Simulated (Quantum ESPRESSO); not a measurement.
# K (Im-3m): phonons by linear response, part 2 of 3

How does K (Im-3m) vibrate, and is this structure a minimum?

Quantum ESPRESSO 7.5; DFT LDA, scalar-relativistic, plane waves, PseudoDojo norm-conserving pseudopotentials.

So far. Step 2 (A probe with smearing): No gap opens on this mesh, so smearing is kept; the start stands at -0.37 GPa. Step 4 (Ground state): The cell stands at -0.008 GPa, close enough for phonons. The relaxed cell has a = 5.045 Å (conventional setting).

The database entry behind the starting cell lists a temperature near 5 K, so it need not match the best structure at ambient conditions.

## Step 5: Phonons on a q mesh

Linear response treats each wavevector in the unit cell, with no supercell; the 4×4×4 mesh fixes the range of the force constants to be had.

The input, ph.in:

```
phonons
&inputph
   prefix = 'x'
   outdir = './tmp'
   fildyn = 'x.dyn'
   tr2_ph = 1.0d-18
   alpha_mix(1) = 0.4
   nmix_ph = 8
   ldisp = .true.
   nq1 = 4
   nq2 = 4
   nq3 = 4
/
```

The run is started by

```sh
$ OMP_NUM_THREADS=1 mpirun -n 4 ph.x -nk 4 -in ph.in > ph.out
```

Numbers of over 12 decimals in the logs are rounded to 6 here.

The program printed:

```text
[banners, grids, parts of the stress and lines that vanish by symmetry left out]
[banner, memory and clock lines left out]
Program PHONON v.7.5

     ./tmp/x.save/

     IMPORTANT: XC functional enforced from input :
     Exchange-correlation= PW
                           (   1   4   0   0   0   0   0)
     Any further DFT definition will be discarded
     Please, verify this is what you really want

     G-vector sticks info

     Reading collected, re-writing distributed wavefunctions in ./tmp/

     Dynamical matrices for ( 4, 4, 4)  uniform grid of q-points
     (   8 q-points):
       N         xq(1)         xq(2)         xq(3)
       1   0.000000000   0.000000000   0.000000000
       2   0.216506351   0.216506351   0.000000000
       3  -0.433012702  -0.433012702   0.000000000
       4   0.433012702   0.216506351   0.216506351
[...]
Number and degeneracy of irreps per q-point
       N         xq(1)         xq(2)         xq(3)   N irreps
       1   0.000000000   0.000000000   0.000000000       1
        3
       2   0.216506351   0.216506351   0.000000000       3
     No degeneracy
       3  -0.433012702  -0.433012702   0.000000000       3
     No degeneracy
       4   0.433012702   0.216506351   0.216506351       3
     No degeneracy
       5   0.433012702   0.433012702   0.433012702       1
        3
       6   0.000000000   0.000000000   0.433012702       2
        1   2
       7  -0.866025404  -0.216506351  -0.216506351       3
     No degeneracy
       8  -0.866025404  -0.866025404  -0.866025404       1
        3

     Calculation of q =    0.0000000   0.0000000   0.0000000

     phonons

     bravais-lattice index     =            0
     lattice parameter (alat)  =       8.2564  a.u.
     unit-cell volume          =     433.2548 (a.u.)^3
     number of atoms/cell      =            1
     number of atomic types    =            1
     kinetic-energy cut-off    =      72.0000  Ry
     charge density cut-off    =     288.0000  Ry
     convergence threshold     =      1.0E-18
     beta                      =       0.4000
     number of iterations used =            8
     Exchange-correlation= PW
                           (   1   4   0   0   0   0   0)

     celldm(1)=    8.25636  celldm(2)=    0.00000  celldm(3)=    0.00000
     celldm(4)=    0.00000  celldm(5)=    0.00000  celldm(6)=    0.00000

     crystal axes: (cart. coord. in units of alat)
               a(1) = ( -0.5774  0.5774  0.5774 )
               a(2) = (  0.5774 -0.5774  0.5774 )
               a(3) = (  0.5774  0.5774 -0.5774 )

     reciprocal axes: (cart. coord. in units 2 pi/alat)
               b(1) = ( -0.0000  0.8660  0.8660 )
               b(2) = (  0.8660 -0.0000  0.8660 )
               b(3) = (  0.8660  0.8660  0.0000 )

     Atoms inside the unit cell:

     Cartesian axes

     site n.  atom      mass           positions (alat units)
        1  K      39.0983   tau(    1) = (    0.00000    0.00000    0.00000  )

     Computing dynamical matrix for
                    q = (   0.0000000   0.0000000   0.0000000 )

     49 Sym.Ops. (with q -> -q+G )

     G cutoff =  497.2899  (  35793 G-vectors)     FFT grid: ( 45, 45, 45)

     number of k points=    72  Marzari-Vanderbilt smearing, width (Ry)=  0.0200

     PseudoPot. # 1 for K  read from file:
     ./pseudo/K.upf
     Pseudo is Norm-conserving + core correction, Zval =  9.0

     Mode symmetry, O_h (m-3m)  point group:

     Atomic displacements:
     There are    1 irreducible representations

     Representation     1      3 modes -  To be done

     Alpha used in Ewald sum =   2.8000

     Representation #   1 modes #   1   2   3

     Self-consistent Calculation
      iter #   1   av.it.:   6.6
      thresh= 1.000E-02 alpha_mix =  0.400 |ddv_scf|^2 =  4.632E-07
      iter #   2   av.it.:  10.4
      thresh= 6.806E-05 alpha_mix =  0.400 |ddv_scf|^2 =  2.407E-08
      iter #   3   av.it.:  10.5
      thresh= 1.552E-05 alpha_mix =  0.400 |ddv_scf|^2 =  8.197E-10
      iter #   4   av.it.:  11.5
      thresh= 2.863E-06 alpha_mix =  0.400 |ddv_scf|^2 =  2.020E-12
[...]
End of self-consistent calculation

     Convergence has been achieved

     Number of q in the star =    1
     List of q in the star:
[...]
Diagonalizing the dynamical matrix

     q = (    0.000000000   0.000000000   0.000000000 )

 **************************************************************************
     freq (    1) =      -0.021825 [THz] =      -0.728010 [cm-1]
     freq (    2) =      -0.021825 [THz] =      -0.728010 [cm-1]
     freq (    3) =      -0.021825 [THz] =      -0.728010 [cm-1]
 **************************************************************************

     Mode symmetry, O_h (m-3m)  point group:

     freq (   1-   3) =         -0.7  [cm-1]   --> T_1u G_15  G_4- I

     Calculation of q =    0.2165064   0.2165064   0.0000000
     [... set-up and bands at k+q left out ...]

     Mode symmetry, C_2v (mm2)  point group:

     Atomic displacements:
     There are    3 irreducible representations

     Representation     1      1 modes -  To be done

     Representation     2      1 modes -  To be done

     Representation     3      1 modes -  To be done

     Message from routine init_vloc:
     Interpolation table for Vloc re-allocated

     Alpha used in Ewald sum =   2.8000

     Representation #   1 mode #   1

     Self-consistent Calculation

[...]
[... iterations left out ...]
[...]
End of self-consistent calculation

     Convergence has been achieved

     Representation #   2 mode #   2

     Self-consistent Calculation

[...]
[... iterations left out ...]
[...]
End of self-consistent calculation

     Convergence has been achieved

     Representation #   3 mode #   3

     Self-consistent Calculation

[...]
[... iterations left out ...]
[...]
End of self-consistent calculation

     Convergence has been achieved

     Number of q in the star =   12
     List of q in the star:
[...]
Diagonalizing the dynamical matrix

     q = (    0.216506351   0.216506351   0.000000000 )

 **************************************************************************
     freq (    1) =       0.367504 [THz] =      12.258604 [cm-1]
     freq (    2) =       1.117401 [THz] =      37.272491 [cm-1]
     freq (    3) =       1.768886 [THz] =      59.003672 [cm-1]
 **************************************************************************

     Mode symmetry, C_2v (mm2)  point group:

     freq (   1-   1) =         12.3  [cm-1]   --> B_1  D_3  S_3
     freq (   2-   2) =         37.3  [cm-1]   --> B_2  D_4  S_4
     freq (   3-   3) =         59.0  [cm-1]   --> A_1  D_1  S_1

     Calculation of q =   -0.4330127  -0.4330127   0.0000000
     [... set-up and bands at k+q left out ...]

     Mode symmetry, D_2h (mmm)  point group:

     Atomic displacements:
     There are    3 irreducible representations

[...]
Alpha used in Ewald sum =   2.8000

     Representation #   1 mode #   1

[...]
[... iterations left out ...]
[...]
Convergence has been achieved

[...]
Convergence has been achieved

[...]
Convergence has been achieved

     Number of q in the star =    6
     List of q in the star:
[...]
Diagonalizing the dynamical matrix

     q = (   -0.433012702  -0.433012702   0.000000000 )

[...]
freq (    1) =       0.507951 [THz] =      16.943417 [cm-1]
     freq (    2) =       1.584622 [THz] =      52.857317 [cm-1]
     freq (    3) =       2.524579 [THz] =      84.210884 [cm-1]
[...]
Mode symmetry, D_2h (mmm)  point group:

     freq (   1-   1) =         16.9  [cm-1]   --> B_2u
     freq (   2-   2) =         52.9  [cm-1]   --> B_1u
     freq (   3-   3) =         84.2  [cm-1]   --> B_3u

     Calculation of q =    0.4330127   0.2165064   0.2165064
     [... set-up and bands at k+q left out ...]

     Mode symmetry, C_s (m)     point group:

     Atomic displacements:
     There are    3 irreducible representations

[...]
Alpha used in Ewald sum =   2.8000

[...]
Convergence has been achieved

[...]
Convergence has been achieved

[...]
Convergence has been achieved

     Number of q in the star =   24
     List of q in the star:
[...]
Diagonalizing the dynamical matrix

     q = (    0.433012702   0.216506351   0.216506351 )

[...]
freq (    1) =       0.964944 [THz] =      32.187068 [cm-1]
     freq (    2) =       1.763273 [THz] =      58.816450 [cm-1]
     freq (    3) =       2.313184 [THz] =      77.159518 [cm-1]
[...]
Mode symmetry, C_s (m)     point group:

     freq (   1-   1) =         32.2  [cm-1]   --> A'
     freq (   2-   2) =         58.8  [cm-1]   --> A''
     freq (   3-   3) =         77.2  [cm-1]   --> A'

     Calculation of q =    0.4330127   0.4330127   0.4330127
     [... set-up and bands at k+q left out ...]

     Mode symmetry, T_d (-43m)  point group:

     Atomic displacements:
     There are    1 irreducible representations

[...]
Alpha used in Ewald sum =   2.8000

     Representation #   1 modes #   1   2   3

[...]
Convergence has been achieved

     Number of q in the star =    2
     List of q in the star:
[...]
Diagonalizing the dynamical matrix

     q = (    0.433012702   0.433012702   0.433012702 )

[...]
freq (    1) =       1.892037 [THz] =      63.111575 [cm-1]
     freq (    2) =       1.892037 [THz] =      63.111575 [cm-1]
     freq (    3) =       1.892037 [THz] =      63.111575 [cm-1]
[...]
Mode symmetry, T_d (-43m)  point group:

     freq (   1-   3) =         63.1  [cm-1]   --> T_2  G_15 P_4

     Calculation of q =    0.0000000   0.0000000   0.4330127
     [... set-up and bands at k+q left out ...]

     Mode symmetry, C_4v (4mm)  point group:

     Atomic displacements:
     There are    2 irreducible representations

[...]
Alpha used in Ewald sum =   2.8000

[...]
Convergence has been achieved

     Representation #   2 modes #   2   3

[...]
Convergence has been achieved

     Number of q in the star =    6
     List of q in the star:
[...]
Diagonalizing the dynamical matrix

     q = (    0.000000000   0.000000000   0.433012702 )

[...]
freq (    1) =       1.617579 [THz] =      53.956623 [cm-1]
     freq (    2) =       1.617579 [THz] =      53.956623 [cm-1]
     freq (    3) =       1.777766 [THz] =      59.299892 [cm-1]
[...]
Mode symmetry, C_4v (4mm)  point group:

     freq (   1-   2) =         54.0  [cm-1]   --> E    G_5 D_5
     freq (   3-   3) =         59.3  [cm-1]   --> A_1  G_1 D_1

     Calculation of q =   -0.8660254  -0.2165064  -0.2165064
     [... set-up and bands at k+q left out ...]

     Mode symmetry, C_2v (mm2)  point group:

     Atomic displacements:
     There are    3 irreducible representations

[...]
Representation     3      1 modes -  To be done

     Alpha used in Ewald sum =   2.8000

[...]
Convergence has been achieved

     Representation #   2 mode #   2

[...]
Convergence has been achieved

     Representation #   3 mode #   3

     Self-consistent Calculation

[...]
[... iterations left out ...]
[...]
End of self-consistent calculation

     Convergence has been achieved

     Number of q in the star =   12
     List of q in the star:
[...]
12  -0.216506351   0.216506351   0.866025404

     Diagonalizing the dynamical matrix

     q = (   -0.866025404  -0.216506351  -0.216506351 )

[...]
freq (    1) =       1.625752 [THz] =      54.229242 [cm-1]
     freq (    2) =       2.000953 [THz] =      66.744615 [cm-1]
     freq (    3) =       2.430368 [THz] =      81.068341 [cm-1]
[...]
Mode symmetry, C_2v (mm2)  point group:

     freq (   1-   1) =         54.2  [cm-1]   --> A_1  D_1  S_1
     freq (   2-   2) =         66.7  [cm-1]   --> B_1  D_3  S_3
     freq (   3-   3) =         81.1  [cm-1]   --> B_2  D_4  S_4

     Calculation of q =   -0.8660254  -0.8660254  -0.8660254
     [... set-up and bands at k+q left out ...]

     Mode symmetry, O_h (m-3m)  point group:

     Atomic displacements:
     There are    1 irreducible representations

     Representation     1      3 modes -  To be done

     Alpha used in Ewald sum =   2.8000

     Representation #   1 modes #   1   2   3

     Self-consistent Calculation

      iter #   1   av.it.:   6.8
      thresh= 1.000E-02 alpha_mix =  0.400 |ddv_scf|^2 =  1.128E-06

      [... iterations left out ...]
      iter #   9   av.it.:  10.9
      thresh= 1.977E-10 alpha_mix =  0.400 |ddv_scf|^2 =  1.230E-20

     End of self-consistent calculation

     Convergence has been achieved

     Number of q in the star =    1
     List of q in the star:
          1  -0.866025404  -0.866025404  -0.866025404

     Diagonalizing the dynamical matrix

     q = (   -0.866025404  -0.866025404  -0.866025404 )

 **************************************************************************
     freq (    1) =       2.348080 [THz] =      78.323522 [cm-1]
     freq (    2) =       2.348080 [THz] =      78.323522 [cm-1]
     freq (    3) =       2.348080 [THz] =      78.323522 [cm-1]
 **************************************************************************

     Mode symmetry, O_h (m-3m)  point group:

     freq (   1-   3) =         78.3  [cm-1]   --> T_1u G_15  G_4-


[key lines of the parts left out:]
the Fermi energy is     2.1977 ev
```

Elapsed: 2.4 h, on 4 MPI ranks of Intel Xeon at 2.50GHz (Skylake/Cascade Lake), shared host; 9.3 h of CPU time.

Numbers from this step:

- largest acoustic frequency at the zone centre before the sum rule: -0.73 cm⁻¹
- lowest mode on the q mesh (acoustic ones at the zone centre apart): 12.26 cm⁻¹

Frequencies (cm⁻¹) at each irreducible wavevector; negative means imaginary. Frequencies by wavevector:

```
  q (fractions)  star  mode 1  mode 2  mode 3
          0 0 0     1   -0.73   -0.73   -0.73
       0 0 0.25    12   12.26   37.27      59
       0 0 -0.5     6   16.94   52.86   84.21
    0 0.25 0.25    24   32.19   58.82   77.16
 0.25 0.25 0.25     2   63.11   63.11   63.11
0.25 0.25 -0.25     6   53.96   53.96    59.3
 0.25 -0.5 -0.5    12   54.23   66.74   81.07
 -0.5 -0.5 -0.5     1   78.32   78.32   78.32
```

The acoustic modes at Γ come out as far as 0.7 cm⁻¹ from zero, where they should vanish, a small numerical error.

## Step 6: Fourier transform to real space

The dynamical matrices of the mesh are Fourier-transformed to force constants in real space.

The input, q2r.in:

```
&input
   fildyn = 'x.dyn'
   zasr = 'crystal'
   flfrc = 'x.fc'
/
```

The run is started by

```sh
$ q2r.x < q2r.in > q2r.out
```

The program printed:

```text
[banners, grids, parts of the stress and lines that vanish by symmetry left out]
[banner, memory and clock lines left out]
Program Q2R v.7.5

  reading grid info from file x.dyn0

  reading force constants from file x.dyn1
  Dielectric Tensor not found
  nqs=            1
 q=   0.00000000  0.00000000  0.00000000
  reading force constants from file x.dyn2
  nqs=           12
 q=   0.21650635  0.21650635  0.00000000
[...]
reading force constants from file x.dyn7
  nqs=           12
[...]
q=  -0.21650635  0.21650635  0.86602540
  reading force constants from file x.dyn8
  nqs=            1
 q=  -0.86602540 -0.86602540 -0.86602540

      q-space grid ok, #points =   64

      fft-check success (sum of imaginary terms < 10^-12)
```

The job ended after 0.74 s (1 thread).

## Step 7: Dispersion

From the force constants any wavevector is cheap; points of the mesh come back as solved, but for the sum rule and, in polar crystals, the LO-TO term at Γ; the rest is interpolation.

The input, matdyn.in:

```
&input
   asr = 'crystal'
   flfrc = 'x.fc'
   flfrq = 'x.freq'
   flvec = 'x.modes'
   q_in_band_form = .true.
   q_in_cryst_coord = .true.
/
8
  0.0000000   0.0000000   0.0000000  12  ! GAMMA
  0.5000000  -0.5000000   0.5000000  12  ! H
 -0.0000000  -0.0000000   0.5000000  12  ! N
  0.0000000   0.0000000   0.0000000  12  ! GAMMA
  0.2500000   0.2500000   0.2500000  12  ! P
  0.5000000  -0.5000000   0.5000000   1  ! H
  0.2500000   0.2500000   0.2500000  12  ! P
 -0.0000000  -0.0000000   0.5000000   1  ! N
```

The run is started by

```sh
$ matdyn.x -in matdyn.in > matdyn.out
```

The program printed:

```text
[banner, memory and clock lines left out]
Program MATDYN v.7.5

 mass for atomic type   1 not given; uses mass from file x.fc
 Norm of the difference between old and new effective charges:    0.000000

 Norm of the difference between old and new force-constants:   3.39915e-07

     Message from routine matdyn:
     Z* not found in file x.fc, TO-LO splitting at q=0 will be absent!
     Message from routine matdyn:
     Z* not found in file x.fc, TO-LO splitting at q=0 will be absent!

Note: The following floating-point exceptions are signalling: IEEE_UNDERFLOW_FLAG
```

Wall time 0.64 s (1 thread).

Read from the output:

```yaml
lowest_frequency_on_the_path: 0 cm⁻¹
mean_frequency: 54.2 cm⁻¹
debye_temperature_second_moment: 107 K
logarithmic_mean_frequency: 49.7 cm⁻¹
```

Matdyn.x, sum rule crystal. The phonon branches at the labelled points (cm⁻¹):

```
    point  branch 1  branch 2  branch 3
        Γ         0         0         0
  halfway        54        54        59
        H        78        78        78
  halfway        54        67        81
        N        17        53        84
  halfway        12        37        59
        Γ         0         0         0
  halfway        34        34        68
        P        63        63        63
  halfway        42        75        75
        H        78        78        78
jump to P        63        63        63
  halfway        38        58        79
        N        17        53        84
```

The phonon branches as a text plot (rows in cm⁻¹):

```
     82 |                ******                               ***
     79 |           *****      *                        ***  *
     75 |          *  **                     **     ****  *
     72 |         *    *        *           *      *     *  *
     68 |        *      **                 *   *  *     *
     65 |       *                                *         *
     61 |       *       * *               *     *          ***
     58 |      *           *     *             *       *   *  *
     54 |      *         *  **                *  *             **
     51 |     *               *   *      *   *        *     *
     47 |     *                **                 *
     44 |    *                                               *
     40 |                 *        *    *   *      * *
     37 |    *                   *                  *
     33 |   *              *      *        *                  *
     30 |   *
     26 |                   *      *   *  *
     23 |  *                        *    *                     *
     19 |  *                                                    *
     16 |                    ****       *
     12 | *                      *  ** *
      9 | *                       **
      5 |                           **
      2 |*                           **
         Γ           H       N        Γ         P        H|P    N
```

Lowest modes at the softest wavevector of the mesh; phase exp(i q.(R + tau)). Modes at q = (0.000, 0.000, 0.250):

```
mode  frequency (cm⁻¹)
   1              12.3
   2              37.3
   3              59.0
```

Displacements in mode 1 (12.3 cm⁻¹), the largest set to 1, in the home cell:
```
K1   1.00 -1.00  0.00
```

Displacements in mode 2 (37.3 cm⁻¹), the largest set to 1, in the home cell:
```
K1  0.00 0.00 1.00
```

Force constants by pair (phonopy on the run's constants); pairs near half the supercell's span include their periodic images. Pair force constants, by row:

```
atom  neighbour  distance (Å)  third of the trace (eV/Å²)  along the pair's line (eV/Å²)
  K1     itself             0                      0.4778                              –
  K1          K         4.369                      -0.054                        -0.1781
  K1          K         5.045                     -0.0111                        -0.0285
  K1          K         7.135                      0.0025                         0.0063
```

Harmonic mean-square displacement, third of the trace. Mean-square displacements:

```
T (K)  K1 U_eq (Å²)
    0       0.00984
  100       0.04739
  300        0.1394
  600        0.2784
```

Mode patterns, pair constants, displacements and means over the zone were worked out by phonopy from the force constants of q2r.x.

All branches are real along the path.

(Part 2 of 3 ends here.)

[Host names and launcher messages were left out of these logs when they were recorded.]

[Logs are printed without paths, hosts, clocks, repeated set-up lines and the standing remarks that a program may print on its own settings, such as how far it seeks lower states.]

[Hosts, paths, dates, database ids (printed as entryN), source tags and the programs' standing remarks are cut or masked in the printed files.]
